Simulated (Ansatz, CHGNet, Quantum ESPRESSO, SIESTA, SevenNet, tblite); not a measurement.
# SIESTA runs on random fluorite-type alloy of CaF2 and CdF2 (96 atoms), part 2 of 2

How do the settings of SIESTA change the result for random fluorite-type alloy of CaF2 and CdF2 (96 atoms)? A plane-wave run serves as the yardstick.

Program: SIESTA 5.4.2; the method stands at each step. Banners, paths, timers and routine set-up lines are dropped from the logs unmarked, and long logs keep their key lines alone; longer cuts are marked. The potentials were converted by us to PSML.

So far. Step 2 (PBE, DZP, shift 0.01 Ry, mesh 500 Ry): Forces lie 42 % from the reference's, at 0.26 times its CPU time (on 2 against 4 cores). Step 3 (PBE, SZ, shift 0.01 Ry, mesh 500 Ry): Against the first run (42 %), the force difference from the reference is 46 %, at 0.36 times the CPU time (on 1 against 2 cores), with 436 basis functions against 1160.

## (4) PBE, DZP, shift 0.01 Ry, mesh 100 Ry

Method: Kohn-Sham DFT, PBE, PseudoDojo 0.4.1 norm-conserving pseudopotentials (converted to PSML), numerical atomic orbitals (DZP), diagonalisation.

The input, input.fdf:

```
SystemLabel cell
NumberOfAtoms 96
NumberOfSpecies 3
%block ChemicalSpeciesLabel
  1 20 Ca
  2 9 F
  3 48 Cd
%endblock ChemicalSpeciesLabel
LatticeConstant 1.0 Ang
%block LatticeVectors
  10.90780 0.00000 0.00000
  0.00000 10.90780 0.00000
  0.00000 0.00000 10.90780
%endblock LatticeVectors
PAO.BasisSize DZP
PAO.EnergyShift 0.01 Ry
XC.Functional GGA
XC.Authors PBE
MeshCutoff 100 Ry
%block kgrid_Monkhorst_Pack
  1 0 0 0.0
  0 1 0 0.0
  0 0 1 0.0
%endblock kgrid_Monkhorst_Pack
SolutionMethod diagon
OccupationFunction FD
ElectronicTemperature 580 K
SCF.Mixer.Method Pulay
SCF.Mixer.Weight 0.15
SCF.Mixer.History 8
SCF.Mix Hamiltonian
MaxSCFIterations 300
SCF.DM.Tolerance 1e-04
SCF.H.Tolerance 1.0e-3 eV
WriteForces T
Write.HirshfeldPop T
Write.VoronoiPop T
Write.DM F
Write.H F
XML.Write F
AtomicCoordinatesFormat Fractional
%block AtomicCoordinatesAndAtomicSpecies
[... 96 atom lines left out: the same atoms as in the first run ...]
%endblock AtomicCoordinatesAndAtomicSpecies
```

Started as:

```bash
> OMP_NUM_THREADS=1 mpirun -np 2 siesta < input.fdf > output.txt
```

The program printed:

```text
Version         : 5.4.2
reinit: System Name:
reinit: System Label: cell
initatom: Reading input for the pseudopotentials and atomic orbitals ----------
Species number:   1 Atomic number:   20 Label: Ca
Species number:   2 Atomic number:    9 Label: F
Species number:   3 Atomic number:   48 Label: Cd
Ground state valence configuration (from tables):   4s02  4p00  3d00  4f00
Ground state valence configuration (from tables):   2s02  2p05  3d00  4f00
Ground state valence configuration (from tables):   5s02  5p00  4d10  4f00
---- Processing specs for species: Ca
[... lines left out ...]
        iscf     Eharris(eV)        E_KS(eV)     FreeEng(eV)     dDmax    Ef(eV) dHmax(eV)
[... lines left out ...]
SCF Convergence by DM+H criterion
[... lines left out ...]
SCF cycle converged after 11 iterations
[... lines left out ...]
   Max    2.934106
[... lines left out ...]
   Max    2.934106    constrained
Stress tensor Voigt[x,y,z,yz,xz,xy] (kbar):      -65.70      -66.37      -62.77       10.19        4.57       -9.46
[... lines left out ...]
siesta: FreeEng =    -91626.321300
[... lines left out ...]
siesta:         Fermi =      -5.617452
[... lines left out ...]
siesta: Cell volume =       1297.811144 Ang**3
siesta: Pressure (static):
siesta:                Solid            Molecule  Units
siesta:           0.00044149          0.00023787  Ry/Bohr**3
siesta:           0.04053578          0.02184001  eV/Ang**3
siesta:          64.94547196         34.99154694  kBar
    Orbital volume contribution        =          44.553430 eV
    (Free)E + p_basis*V_orbitals       =      -91581.767870 eV
    (Free)Eharris+ p_basis*V_orbitals  =      -91581.767870 eV
Hirshfeld Atomic Populations:
Atom #   charge [q] valence [e]  Species
     1     0.421084    9.578916  Ca
     2    -0.233875    7.233875  F
     3    -0.236667    7.236667  F
     4     0.485374    9.514626  Ca
     5    -0.239106    7.239106  F
[...]
7     0.444165    9.555835  Ca
[...]
37     0.711483   19.288517  Cd
[...]
40     0.698226   19.301774  Cd
[...]
73     0.742871   19.257129  Cd
[...]
--------------------
 Total    -0.000104
Voronoi Atomic Populations:
Atom #   charge [q] valence [e]  Species
[...]
73     0.745469   19.254531  Cd
[...]
82     0.706848   19.293152  Cd
[...]
91     0.307954    9.692046  Ca
[...]
94     0.249746    9.750254  Ca
    95    -0.209794    7.209794  F
    96    -0.168768    7.168768  F
--------------------
 Total    -0.000083
```

The job ended after 26 s (2 MPI ranks of Arm Neoverse V1, shared host; peak memory 0.63 GiB).

Numbers from this run, and their distance from the reference:

- r.m.s. force component: 1.043 eV/Å
- r.m.s. difference of force components: 318.1 meV/Å
- longest difference of force vectors: 1385 meV/Å
- force difference over r.m.s. force: 41.64 %
- slope of forces against the reference's: 1.345
- correlation of force components: 0.9853
- gap (highest filled to lowest empty level): 4.297 eV
- gap difference: -0.2031 eV
- pressure: 6.495 GPa
- pressure difference: 1.089 GPa
- energy less the same-level run's: -3.569 meV/atom
- r.m.s. force difference from the same-level run: 26.32 meV/Å

This is a coarse setting, run to see what it loses.

Against the first run (42 %), the force difference from the reference is 42 %, at 0.20 times the CPU time: the change moves forces by 26 meV/Å r.m.s., so most of the difference comes from elsewhere.

## (5) All runs compared

Differences are against the plane-wave reference, forces as r.m.s. over components; share is that over the reference's r.m.s. force, slope the least-squares factor from reference forces to these. Total energies of different programs have different zeros and aren't compared.

| run | Δ force, r.m.s. (meV/Å) | share (%) | slope | Δ pressure (GPa) | Δ gap (eV) | cores | CPU time | memory (GiB) |
| --- | --- | --- | --- | --- | --- | --- | --- | --- |
| reference | - | - | - | - | - | 4 | 16 min | 4.5 |
| SIESTA PBE, DZP, shift 0.01 Ry, mesh 500 Ry | 317 | 41.5 | 1.348 | 0.972 | -0.203 | 2 | 4.2 min | 1.9 |
| SIESTA PBE, SZ, shift 0.01 Ry, mesh 500 Ry (coarse) | 348 | 45.5 | 1.377 | -5.56 | -2.37 | 1 | 91 s | 0.84 |
| SIESTA PBE, DZP, shift 0.01 Ry, mesh 100 Ry (coarse) | 318 | 41.6 | 1.345 | 1.09 | -0.203 | 2 | 52 s | 0.63 |

Rows marked coarse were listed beforehand as settings not expected to be converged; some can still land near the reference.

CPU time is summed over cores on a shared host, where runs went side by side, so it is rough. Symmetry, cutoffs, thresholds, outputs and thread counts weren't matched or tuned between programs; memory under MPI is the largest rank's times the ranks.

Within one program, basis, potentials and functional, energies share a zero. Each run against its twin at the usual cutoff or grid and solver:

| run | twin | Δ energy (meV/atom) | Δ force, r.m.s. (meV/Å) | CPU time over the twin's |
| --- | --- | --- | --- | --- |
| SIESTA PBE, DZP, shift 0.01 Ry, mesh 100 Ry | DZP, shift 0.01 Ry, mesh 500 Ry | -3.57 | 26.3 | 0.20 |

## (6) Results

| Item | Value |
| --- | --- |
| nearest in forces | a tie at 42 % of 2 runs: SIESTA PBE, DZP, shift 0.01 Ry, mesh 500 Ry; SIESTA PBE, DZP, shift 0.01 Ry, mesh 100 Ry (coarse) |

The PBE run in local orbitals, coarse settings apart, differs by 42 % (SIESTA PBE, DZP, shift 0.01 Ry, mesh 500 Ry); basis, grid and potentials can all enter, and differences of this size make the forces unusable. Runs with settings chosen to be coarse differ by 42 % (SIESTA PBE, DZP, shift 0.01 Ry, mesh 100 Ry) to 46 % (SIESTA PBE, SZ, shift 0.01 Ry, mesh 500 Ry), their programs' other errors included. Of the electronic-structure runs that take under half the reference's CPU time, SIESTA PBE, DZP, shift 0.01 Ry, mesh 500 Ry is among the nearest, at 42 % in 4.2 min against 16 min. SIESTA PBE, SZ, shift 0.01 Ry, mesh 500 Ry stiffens the forces by a factor of 1.38 while following their directions (correlation 0.983); the slopes of the 3 SIESTA runs lie between 1.34 and 1.38. At the same functional, gaps differ from the reference's 4.50 eV by between -2.37 and -0.20 eV. These are spacings on the run's k-points, which needn't hold the band edges. In pressure, SIESTA PBE, SZ, shift 0.01 Ry, mesh 500 Ry misses by -5.6 GPa, at the same functional. The potentials hold different valence shells: 776 electrons in the reference, 808 in SIESTA; this bears on time and differences. The reference's pressure holds the uncorrected Pulay stress of its 60 Ry basis, so small pressure differences, and their order, may be the reference's own error. The host structure and its lattice constant were typed by rule, without a check against the phase diagram. The reference's pressure of 5.4 GPa belongs to a cell and atoms that aren't relaxed at this level. The electronic-structure runs sample only Γ, in a cell whose shortest periodic width is 11 Å.

[Also dropped from logs without a mark: logging warnings of Python, and SIESTA's first energy breakdown and zero terms.]

[Logs are printed without paths, hosts, clocks, repeated set-up lines and the standing remarks that a program may print on its own settings, such as how far it seeks lower states.]

[Hosts, paths, dates, database ids (printed as entryN), source tags and the programs' standing remarks are cut or masked in the printed files.]
